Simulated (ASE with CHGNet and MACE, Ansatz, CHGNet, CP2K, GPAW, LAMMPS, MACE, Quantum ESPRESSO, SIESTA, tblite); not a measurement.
# Machine-learned potentials on liquid (Rb,Cs)Cl at 1000 K (84 atoms): settings against a plane-wave reference

Wanted: machine-learned potentials inputs and outputs for liquid (Rb,Cs)Cl at 1000 K (84 atoms), checked against a plane-wave reference.

Method: the method is named at each step, in ASE with CHGNet and MACE.

### Step 1. Starting point

The cell holds 84 atoms: 25 Rb, 17 Cs and 42 Cl. Cell: a = 15.586 Å, b = 15.586 Å, c = 15.586 Å, α = 90.0°, β = 90.0°, γ = 90.0°. 84 atoms (25 Rb, 17 Cs, 42 Cl) placed at random at 2.58 g/cm³, melted at 1800 K for 10 ps at fixed volume with the Lennard-Jones and Coulomb ion parameters for SPC/E (Joung and Cheatham, J. Phys. Chem. B 112, 9020 (2008)), full charges. Snapshot at the end of a hold of 20 ps at 1000 K and fixed volume.

The yardstick, on the same geometry:

| Property | Result |
| --- | --- |
| method | Kohn-Sham DFT, PBE, SSSP efficiency 1.3.0 pseudopotentials, plane waves (Quantum ESPRESSO 7.5); sssp-pbe-1.3.0-efficiency, cutoffs 45/360 Ry, Γ point |
| r.m.s. force component | 0.3225 eV/Å |
| longest force | 1.654 eV/Å |
| pressure | 0.7527 GPa |
| gap (highest filled to lowest empty level) | 3.754 eV |
| time | 6.6 min on 4 MPI ranks of Arm Neoverse V2, shared host |
| CPU time | 26 min |

### Step 2. CHGNet 0.3.0 potential

Method: machine-learned interatomic potential CHGNet 0.3.0, trained on PBE(+U) plane-wave data.

File run.py:

```python
import numpy as np
from ase.io import read
import mlip  # loads the published weights by name

atoms = read("structure.xyz")
atoms.calc = mlip.calc("chgnet-0.3.0")
energy = atoms.get_potential_energy()
forces = atoms.get_forces()
print(f"energy {energy:.6f} eV")
print("forces (eV/A)")
for i, (a, f) in enumerate(zip(atoms, forces)):
    print(f"{i:4d} {a.symbol:2s} {f[0]:10.5f} {f[1]:10.5f} {f[2]:10.5f}")
stress = -atoms.get_stress(voigt=False) * 160.21766
print("stress (GPa, compression positive)")
for row in stress:
    print(" ".join(f"{x:10.4f}" for x in row))
```

File structure.xyz:

```xyz
84
Lattice="15.58600 0.00000 0.00000 0.00000 15.58600 0.00000 0.00000 0.00000 15.58600" Properties=species:S:1:pos:R:3 pbc="T T T"
Rb 9.02227 3.63824 5.95946
Rb 14.50418 9.62654 3.97505
Rb 7.80905 14.57665 1.87796
Rb 7.11485 7.86922 8.91800
Rb 15.06387 12.83601 7.01136
Rb 2.43391 13.96552 9.93919
Rb 8.22504 11.77460 11.39570
Rb 5.39166 14.97503 13.80140
Rb 10.14929 2.37344 0.75701
Rb 15.56699 3.94326 1.70339
Rb 9.13386 7.19185 12.70508
Rb 12.09489 14.70009 9.15132
Rb 8.86064 7.60176 2.23410
Rb 3.05548 1.75187 15.13494
Rb 0.24439 1.62671 12.14710
Rb 13.07245 4.26947 14.20072
Rb 7.22598 14.32852 7.53349
Rb 5.15663 10.30546 15.06028
Rb 11.42360 6.46133 4.69388
Rb 10.48953 12.20711 5.05968
Rb 5.17284 4.00513 8.78411
Rb 1.53397 13.06278 0.82746
Rb 3.42689 1.00015 4.55516
Rb 9.06793 9.61984 7.12405
Rb 3.27633 9.71865 10.58258
Cs 12.22909 14.78815 14.27039
Cs 2.21555 5.16458 5.15756
Cs 10.15085 11.74062 0.62422
Cs 15.37247 11.95259 13.05717
Cs 6.05485 3.08509 2.65710
Cs 0.87297 6.64306 11.42703
Cs 13.07603 9.07308 14.89133
Cs 13.85517 15.49576 3.18547
Cs 12.13370 10.61734 9.89820
Cs 11.11126 4.18843 10.20041
Cs 5.29971 4.53755 13.12061
Cs 14.80343 6.96242 8.06077
Cs 4.25077 13.26275 4.24344
Cs 4.40258 9.46320 4.84460
Cs 1.97833 7.33462 0.13108
Cs 14.93295 2.06094 7.42766
Cs 8.58461 1.66677 12.30172
Cl 10.96195 14.58039 1.62001
Cl 3.91427 6.50497 10.10908
Cl 9.47395 8.98486 10.12373
Cl 12.57104 9.51946 7.03256
Cl 4.27555 1.45994 11.84474
Cl 1.30954 4.10535 14.25090
Cl 3.20900 4.32309 2.27571
Cl 11.28271 9.58445 3.36907
Cl 12.10113 11.82105 12.81216
Cl 9.42844 4.53615 2.93141
Cl 0.74298 9.00263 13.23937
Cl 4.96601 12.03769 11.88401
Cl 10.55266 5.64198 14.93747
Cl 12.75652 4.42907 7.25715
[... 24 atom lines left out ...]
Cl 4.31420 13.97441 7.31030
Cl 5.01324 4.16022 5.49204
Cl 0.59414 11.29175 9.82464
Cl 1.39074 8.27835 5.37951
```

On the command line:

```console
> OMP_NUM_THREADS=1 python run.py > output.txt
```

Output:

```text
CHGNet v0.3.0 initialized with 412,525 parameters
CHGNet will run on cpu
energy -289.867188 eV
forces (eV/A)
   0 Rb   -0.11955   -0.39737    0.29216
   1 Rb    0.06384   -0.01237   -0.09401
   2 Rb   -0.25294    0.00117   -0.13266
   3 Rb   -0.77090   -1.19733    0.40060
   4 Rb    0.30756   -0.26228    0.19584
   5 Rb    0.41426    0.04876    0.02527
   6 Rb   -0.06259    0.01246    0.39564
   7 Rb   -0.02090   -0.40985    0.00933
   8 Rb    0.18176    0.05769   -0.16659
   9 Rb    0.17476    0.30978    0.22212
  10 Rb   -0.05845    0.38996    0.34900
  11 Rb   -0.60437    0.32003    0.06697
  12 Rb   -0.13495    0.13986   -0.45987
  13 Rb    0.07989    0.43006    0.10112
  14 Rb    0.00891    0.35721   -0.22996
  15 Rb    0.40226    0.20521   -0.12522
  16 Rb    0.29823    0.25918    0.07538
  17 Rb   -0.04700   -0.04492   -0.21625
  18 Rb    0.42450    0.01940    0.13217
  19 Rb    0.13646    0.24871   -0.19846
  20 Rb   -0.23829   -0.24902   -0.08352
  21 Rb   -0.41759    0.49467    0.18112
  22 Rb   -0.34493    0.32225    0.25028
  23 Rb    0.47206    0.30191   -0.39756
[...]
76 Cl    0.28042   -0.09197   -0.26037
  77 Cl   -0.34017   -0.12104    0.15258
  78 Cl    0.11361    0.11132    0.10109
  79 Cl   -0.32105    0.00692   -0.34073
  80 Cl   -0.49248    0.13827    0.31090
  81 Cl    0.89931   -0.36889    0.59199
  82 Cl   -0.06933   -0.00315   -0.21067
  83 Cl   -0.24732    0.18121    0.17886
stress (GPa, compression positive)
    0.5757    -0.0267     0.0737
   -0.0267     0.7667     0.1421
    0.0737     0.1421     0.5832
```

Wall time 3.6 s (1 thread of Arm Neoverse V2, shared host); peak memory 0.48 GiB.

Banners, paths, timers and routine set-up lines are dropped from the logs unmarked, and long logs keep their key lines alone; longer cuts are marked.

Against the reference:

| Quantity | Value |
| --- | --- |
| r.m.s. force component | 0.3176 eV/Å |
| r.m.s. difference of force components | 55 meV/Å |
| longest difference of force vectors | 209 meV/Å |
| force difference over r.m.s. force | 17.05 % |
| slope of forces against the reference's | 0.9704 |
| correlation of force components | 0.9853 |
| pressure | 0.6419 GPa |
| pressure difference | -0.1108 GPa |

Length of the force difference by element (eV/Å):

| element | atoms | mean | most |
| --- | --- | --- | --- |
| Cl | 42 | 0.081 | 0.16 |
| Cs | 17 | 0.088 | 0.21 |
| Rb | 25 | 0.094 | 0.17 |

The surroundings of Cl77, picked at random, nearest first, numbered as they follow in the input and with coordinates relative to it.

| atom | x | y | z | distance (Å) | Fx | Fy | Fz (eV/Å) |
| --- | --- | --- | --- | --- | --- | --- | --- |
| Cl77 | 0.00 | 0.00 | 0.00 | 0.00 | 0.28 | -0.09 | -0.26 |
| Cs30 | -0.53 | 1.04 | 2.95 | 3.17 | 0.39 | 0.08 | 0.06 |
| Rb8 | -1.19 | -2.66 | -1.50 | 3.28 | -0.02 | -0.41 | 0.01 |
| Rb14 | -3.53 | -0.30 | -0.16 | 3.54 | 0.08 | 0.43 | 0.10 |
| Cs36 | -1.28 | 2.49 | -2.18 | 3.55 | -0.06 | -0.49 | -0.31 |
| Cs42 | 2.00 | -0.38 | -3.00 | 3.62 | -0.77 | -0.35 | -0.04 |
| Rb9 | 3.57 | 0.32 | 1.05 | 3.73 | 0.18 | 0.06 | -0.17 |
| Cl60 | -2.54 | -2.29 | 1.84 | 3.88 | 0.16 | -0.30 | 0.18 |
| Rb3 | 1.23 | -3.06 | 2.17 | 3.94 | -0.25 | 0.00 | -0.13 |

Atoms are counted from 1 here, from 0 in the log.

Forces lie 17 % from the reference's, at 0.0018 times its CPU time (on 1 against 4 cores).

### Step 3. CHGNet r2SCAN potential

Method: machine-learned interatomic potential CHGNet r2SCAN, trained on r2SCAN plane-wave data.

run.py, as its differences from that of step 2:

```diff
@@ -5,3 +5,3 @@
 atoms = read("structure.xyz")
-atoms.calc = mlip.calc("chgnet-0.3.0")
+atoms.calc = mlip.calc("chgnet-r2scan")
 energy = atoms.get_potential_energy()
```

structure.xyz is that of step 2.

Output:

```text
CHGNet vr2scan initialized with 412,525 parameters
CHGNet will run on cpu
energy -1201.320068 eV
forces (eV/A)
   0 Rb   -0.11134   -0.29418    0.21922
   1 Rb    0.02827   -0.02037   -0.08739
   2 Rb   -0.20904   -0.00325   -0.12329
   3 Rb   -0.61582   -0.98367    0.30818
   4 Rb    0.24159   -0.18677    0.14602
   5 Rb    0.33850    0.01424    0.02807
   6 Rb   -0.04544    0.01227    0.32716
   7 Rb   -0.00872   -0.27982    0.04027
   8 Rb    0.14907    0.01667   -0.19126
   9 Rb    0.17544    0.24587    0.15712
  10 Rb   -0.05360    0.28489    0.28803
  11 Rb   -0.44539    0.24073    0.01390
  12 Rb   -0.06770    0.11538   -0.36878
  13 Rb    0.11531    0.34647    0.06011
  14 Rb    0.03877    0.30026   -0.13675
  15 Rb    0.30841    0.13963   -0.06773
  16 Rb    0.21100    0.21436    0.01572
  17 Rb   -0.01160   -0.06468   -0.20171
  18 Rb    0.28873    0.03366    0.07782
  19 Rb    0.08586    0.18076   -0.17277
  20 Rb   -0.18805   -0.17362   -0.02497
  21 Rb   -0.31151    0.38024    0.15684
  22 Rb   -0.19746    0.20303    0.15235
  23 Rb    0.40459    0.26963   -0.31485
[...]
76 Cl    0.21707   -0.11698   -0.22909
  77 Cl   -0.25281   -0.12113    0.22133
  78 Cl    0.09331    0.08974    0.09203
  79 Cl   -0.26677    0.02207   -0.32153
  80 Cl   -0.38516    0.09014    0.25209
  81 Cl    0.75837   -0.28253    0.50907
  82 Cl   -0.07345   -0.01076   -0.18032
  83 Cl   -0.21335    0.18691    0.16071
stress (GPa, compression positive)
    0.0765    -0.0419     0.0469
   -0.0419     0.2360     0.1227
    0.0469     0.1227     0.1104
```

Elapsed: 2.8 s, on 1 thread; peak memory 0.49 GiB.

Against the reference:

- r.m.s. force component: 0.2546 eV/Å
- r.m.s. difference of force components: 89.64 meV/Å
- longest difference of force vectors: 454.3 meV/Å
- force difference over r.m.s. force: 27.79 %
- slope of forces against the reference's: 0.7728
- correlation of force components: 0.9792
- pressure: 0.141 GPa
- pressure difference: -0.6117 GPa

Against the first run (17 %), the force difference from the reference is 28 %, at 0.97 times the CPU time; this potential was trained at another functional than the reference's, which explains only part of so large a difference.

### Step 4. MACE MP-0b3 medium potential

Method: machine-learned interatomic potential MACE MP-0b3 medium, trained on PBE(+U) plane-wave data.

run.py, as its differences from that of step 3:

```diff
@@ -5,3 +5,3 @@
 atoms = read("structure.xyz")
-atoms.calc = mlip.calc("chgnet-r2scan")
+atoms.calc = mlip.calc("mace-mp-0b3-medium")
 energy = atoms.get_potential_energy()
```

structure.xyz is that of step 3.

Output:

```text
energy -262.009284 eV
forces (eV/A)
   0 Rb   -0.13246   -0.33412    0.16788
   1 Rb    0.02609   -0.00829   -0.10005
   2 Rb   -0.31551    0.01717   -0.10058
   3 Rb   -0.90819   -1.37780    0.49350
   4 Rb    0.23262   -0.30953    0.31039
   5 Rb    0.38670    0.04899    0.10573
   6 Rb   -0.00396   -0.02316    0.35758
   7 Rb   -0.05730   -0.39253    0.02532
   8 Rb    0.13030    0.09680   -0.15165
   9 Rb    0.21315    0.37659    0.14666
  10 Rb   -0.01938    0.41841    0.35091
  11 Rb   -0.72262    0.24806   -0.00712
  12 Rb   -0.13614    0.14221   -0.44170
  13 Rb    0.11633    0.43969   -0.01332
  14 Rb    0.02906    0.33198   -0.24334
  15 Rb    0.46933    0.18313   -0.11431
  16 Rb    0.35649    0.29703    0.03768
  17 Rb    0.06063   -0.01599   -0.26478
  18 Rb    0.37242    0.05040    0.16237
  19 Rb    0.16760    0.28348   -0.14148
  20 Rb   -0.21022   -0.23424    0.01229
  21 Rb   -0.51464    0.58005    0.19929
  22 Rb   -0.27649    0.36474    0.24521
  23 Rb    0.67080    0.41226   -0.45796
[...]
76 Cl    0.34770   -0.10717   -0.30076
  77 Cl   -0.27759   -0.14519    0.11692
  78 Cl    0.14056    0.08684    0.09848
  79 Cl   -0.36497    0.00654   -0.36250
  80 Cl   -0.52633    0.11091    0.24153
  81 Cl    0.79007   -0.37216    0.63927
  82 Cl   -0.06689   -0.11216   -0.19008
  83 Cl   -0.19562    0.20875    0.16398
stress (GPa, compression positive)
    0.2179    -0.0471     0.0465
   -0.0471     0.4507     0.1546
    0.0465     0.1546     0.2809
```

It took 6.4 s on 1 thread; peak memory 0.72 GiB.

Numbers from this run, and their distance from the reference:

```yaml
r_m_s_force_component: 0.3352 eV/Å
r_m_s_difference_of_force_components: 37.28 meV/Å
longest_difference_of_force_vectors: 119.6 meV/Å
force_difference_over_r_m_s_force: 11.56 %
slope_of_forces_against_the_reference_s: 1.033
correlation_of_force_components: 0.9943
pressure: 0.3165 GPa
pressure_difference: -0.4362 GPa
```

Against the first run (17 %), the force difference from the reference is 12 %, at 2.2 times the CPU time.

### Step 5. All runs compared

Differences are against the plane-wave reference, forces as r.m.s. over components; share is that over the reference's r.m.s. force, slope the least-squares factor from reference forces to these. Total energies of different programs have different zeros and aren't compared.

| run | Δ force, r.m.s. (meV/Å) | share (%) | slope | Δ pressure (GPa) | cores | CPU time | memory (GiB) |
| --- | --- | --- | --- | --- | --- | --- | --- |
| reference | - | - | - | - | 4 | 26 min | 9.5 |
| CHGNet 0.3.0 potential | 55.0 | 17.1 | 0.970 | -0.111 | 1 | 2.8 s | 0.48 |
| CHGNet r2SCAN potential | 89.6 | 27.8 | 0.773 | -0.612 | 1 | 2.8 s | 0.49 |
| MACE MP-0b3 medium potential | 37.3 | 11.6 | 1.033 | -0.436 | 1 | 6.4 s | 0.72 |

Times of the machine-learned potentials are mostly Python's start and the loading of weights.

CPU time is summed over cores on a shared host, where runs went side by side, so it is rough. Symmetry, cutoffs, thresholds, outputs and thread counts weren't matched or tuned between programs; memory under MPI is the largest rank's times the ranks.

### Step 6. Summary of results

```
nearest in forces : MACE MP-0b3 medium potential, 12 %
its CPU time      : 6.4 s
```

**Reading.** Machine-learned potentials differ by 12 % (MACE MP-0b3 medium potential) to 28 % (CHGNet r2SCAN potential); they were trained on other programs' data, some at another functional. CHGNet r2SCAN potential softens the forces by a factor of 0.77 while following their directions (correlation 0.979); the slopes of the 2 CHGNet runs lie between 0.77 and 0.97. The reference's pressure holds the uncorrected Pulay stress of its 45 Ry basis, so small pressure differences, and their order, may be the reference's own error. The frame stands for 1000 K, but pressures are static and levels are smeared at 580 K. The network of bonds at the start is that of the classical potential that made the cell, and needn't be the one that DFT or experiment would give. The ion parameters were fitted for water, not for melts, so the starting structure of this cell may lie well off the real melt's. The electronic-structure runs sample only Γ, in a cell whose shortest periodic width is 16 Å. Spin–orbit coupling is left out, which matters for the levels of the heavy elements.

[Also dropped from logs without a mark: logging warnings of Python, and SIESTA's first energy breakdown and zero terms.]

[Logs are printed without paths, hosts, clocks, repeated set-up lines and the standing remarks that a program may print on its own settings, such as how far it seeks lower states.]

[Hosts, paths, dates, database ids (printed as entryN), source tags and the programs' standing remarks are cut or masked in the printed files.]
